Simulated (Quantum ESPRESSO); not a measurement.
Consider ScAl (Pm-3m).

```cif
data_structure
_symmetry_space_group_name_H-M 'P 1'
_symmetry_Int_Tables_number 1
_cell_length_a 3.3703
_cell_length_b 3.3703
_cell_length_c 3.3703
_cell_angle_alpha 90.000
_cell_angle_beta 90.000
_cell_angle_gamma 90.000
_cell_volume 38.28
loop_
_atom_site_label
_atom_site_type_symbol
_atom_site_fract_x
_atom_site_fract_y
_atom_site_fract_z
_atom_site_occupancy
Sc1 Sc 0.50000 0.50000 0.50000 1
Al2 Al 0.00000 0.00000 0.00000 1
```

Absorber: atom 2, with 8 Sc at 2.92 Å and 6 Al at 3.37 Å (cube and octahedron, as in bcc, site symmetry m-3m). Method: Quantum ESPRESSO XSpectra, LDA, excited-electron core hole (neutral cell), 8-atom cell with 5.8 Å between holes, 6×6×6 k points, dipole transitions, Lorentzian half width 0.3 eV up to 4 eV, rising linearly to 2.5 eV at 25 eV.

Where do the maxima of the Al K edge fall?

Main maxima up to 24 eV above the zero (height): 0.7 eV (1.17), 5.6 eV (1.94), 10.0 eV (1.10) and 20.8 eV (1.08). A K edge sees empty p states on the absorber. The total-energy difference is 1563.32 eV. One term is added: -13.88 eV, since the hole is spin-paired here and a spin-polarised one costs that much less in the free atom (computed apart). The photon energy is then 1549.44 eV. The tabulated edge of the element is 1559 eV. The functional leaves an error in such absolute values: in the free atom LDA prices this hole 7.2 eV below PBE (computed apart), and PBE is itself good to a few eV.

The Al K spectrum (energy from the energy zero of the input (xe0, at the border of filled and empty states); intensity scaled to a mean of 1 over the first 20 eV; the points at xe0, where the cut of filled states can leave a spike, are interpolated):

| E (eV) | intensity |
| --- | --- |
| -2.0 | 0.05 |
| -1.4 | 0.07 |
| -0.8 | 0.12 |
| -0.2 | 0.34 |
| 0.4 | 1.07 |
| 1.0 | 1.01 |
| 1.6 | 0.54 |
| 2.2 | 0.46 |
| 2.8 | 0.78 |
| 3.4 | 1.23 |
| 4.0 | 1.34 |
| 4.6 | 1.43 |
| 5.2 | 1.83 |
| 5.8 | 1.92 |
| 6.4 | 1.51 |
| 7.0 | 1.07 |
| 7.6 | 0.92 |
| 8.2 | 0.94 |
| 8.8 | 1.02 |
| 9.4 | 1.08 |
| 10.0 | 1.10 |
| 10.6 | 1.07 |
| 11.2 | 1.02 |
| 11.8 | 0.96 |
| 12.4 | 0.91 |
| 13.0 | 0.87 |
| 13.6 | 0.85 |
| 14.2 | 0.82 |
| 14.8 | 0.78 |
| 15.4 | 0.74 |
| 16.0 | 0.72 |
| 16.6 | 0.73 |
| 17.2 | 0.77 |
| 17.8 | 0.82 |
| 18.4 | 0.88 |
| 19.0 | 0.96 |
| 19.6 | 1.02 |
| 20.2 | 1.07 |
| 20.8 | 1.08 |
| 21.4 | 1.07 |
| 22.0 | 1.05 |
| 22.6 | 1.04 |
| 23.2 | 1.03 |
| 23.8 | 1.03 |
| 24.4 | 1.02 |
| 25.0 | 1.02 |
| 25.6 | 1.02 |
| 26.2 | 1.02 |
| 26.8 | 1.01 |
| 27.4 | 1.00 |
| 28.0 | 0.98 |
| 28.6 | 0.96 |
| 29.2 | 0.93 |
| 29.8 | 0.91 |
| 30.4 | 0.89 |
| 31.0 | 0.87 |
| 31.6 | 0.87 |

The holes are only 5.8 Å apart, so the shape is probably not converged with cell size; no larger cell was run here. Lifetime broadening is put in by hand, and intensities beyond about 20 eV depend on it and on the partial waves. The structure is a computed Materials Project entry and may be a hypothetical form.

[Banner, clock and machine lines of the logs are left out without a mark of their own.]

[Logs are printed without paths, hosts, clocks, repeated set-up lines and the standing remarks that a program may print on its own settings, such as how far it seeks lower states.]

[Hosts, paths, dates, database ids (printed as entryN), source tags and the programs' standing remarks are cut or masked in the printed files.]

[Lists of maxima count a maximum above −3 eV only where it reaches 4 % of the highest in the window and stands out from its surroundings by 2 % of it (1.5 % where it reaches 55 %); shoulders and weaker maxima are passed over, and of the rest the first, up to two pre-edge ones and the few strongest are named.]
